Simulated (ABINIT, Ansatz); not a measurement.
Computed results, one entry a study.

### A GW chain in ABINIT: NaAsF6 (Fm-3m)

It takes space group Fm-3m (No. 225, cubic). Conventional cell: a = 7.966 Å, b = 7.966 Å, c = 7.966 Å, α = 90.00°, β = 90.00°, γ = 90.00°. Na has 6 F at 2.24 Å nearest. As has 6 F at 1.74 Å nearest. Nearest to F lie 1 As at 1.74 Å and 1 Na at 2.24 Å. Farther neighbours, and contacts between anions beyond the nearest, are not listed.

```xyz
8
Lattice="0.0000 3.9830 3.9830 3.9830 0.0000 3.9830 3.9830 3.9830 0.0000" Properties=species:S:1:pos:R:3 pbc="T T T"
Na    3.9830    3.9830    3.9830
As    0.0000    0.0000    0.0000
F     3.9830    3.9830    6.2265
F     3.9830    1.7396    3.9830
F     1.7396    3.9830    3.9830
F     3.9830    3.9830    1.7396
F     3.9830    6.2265    3.9830
F     6.2265    3.9830    3.9830
```

```
method               : RPA screening on LDA, plane waves, norm-conserving pseudopotentials (and 2 further levels or steps)
program              : ABINIT 10.8.3
settings             : cutoff 38 Ha, PseudoDojo scalar-relativistic 0.4.1 standard, norm-conserving, ngkpt (2, 2, 2), nband 238, ecuteps 6.5 Ha, inclvkb 2, shiftk (0, 0, 0), symchi 1, awtr 1, frequency ppm, 2×2×2 k-mesh
cost                 : 5 runs, 5.1 min in all on 4 MPI ranks of Arm Neoverse V2, shared host
notes                : The program’s warnings: nproc spkpt=  >= nkpt= * nsppol=. The cell and positions are those that the Materials Project relaxed with its own functionals (PBE, PBE+U or r2SCAN), kept fixed. Limits: no spin-orbit coupling. The 2×2×2 mesh is coarse for this cell, which bears on the long-range parts of exchange and screening. The norm-conserving file of at least one element keeps a d shell over frozen s and p shells of the same row. Exchange with those shells is missing from the self-energy, an error of 0.3 to 0.9 eV in cases checked, whose sign depends on which edge lies on those atoms.
LDA gap              : 5.29 eV, direct
G0W0 gap on the mesh : 10.34 eV
GW settings          : 2×2×2 mesh, 238 bands, screening to 176.9 eV, Godby-Needs plasmon pole
known limits         : short of the basis limit; exchange with frozen shells missing; no spin-orbit coupling; coarse k mesh
```

G0W0 moves the gap on the mesh from 5.29 eV to 10.34 eV (+5.05 eV), with Z of 0.82 and 0.88 at the edges. Local fields lower the RPA ε∞ on this mesh from 1.95 to 1.74; a Γ-centred mesh this coarse tends to raise both, most where the direct gap is narrow, while a short band sum lowers them.

[Long decimals in the printed logs are rounded to 6 places.]

[Logs are printed without paths, hosts, clocks, repeated set-up lines and the standing remarks that a program may print on its own settings, such as how far it seeks lower states.]

[Paths, hosts, dates, memory and timing lines, banners, echoed tables and standing remarks are left out of the program output; an Ansatz launch command may be rebuilt from the run's recorded settings. Measured values are a selection of at most five: reports struck by readers or far from the other reports are left out. None is set beside runs whose start may be inverted or whose files or cutoffs have a known fault.]

[Runs of the session that timed out or met a known fault of the program may be left out.]

[Hosts, paths, dates, database ids (printed as entryN), source tags and the programs' standing remarks are cut or masked in the printed files.]

[G0W0 gaps are taken among the corrected bands and points alone; a level outside them can change the order at an edge.]

[Where Ansatz stands beside ABINIT at settings called matched, ABINIT's density can come from a denser mesh and the files from another edition; pairs whose starting gaps differed by over 0.03 eV were left out, so agreement reads better than it is.]
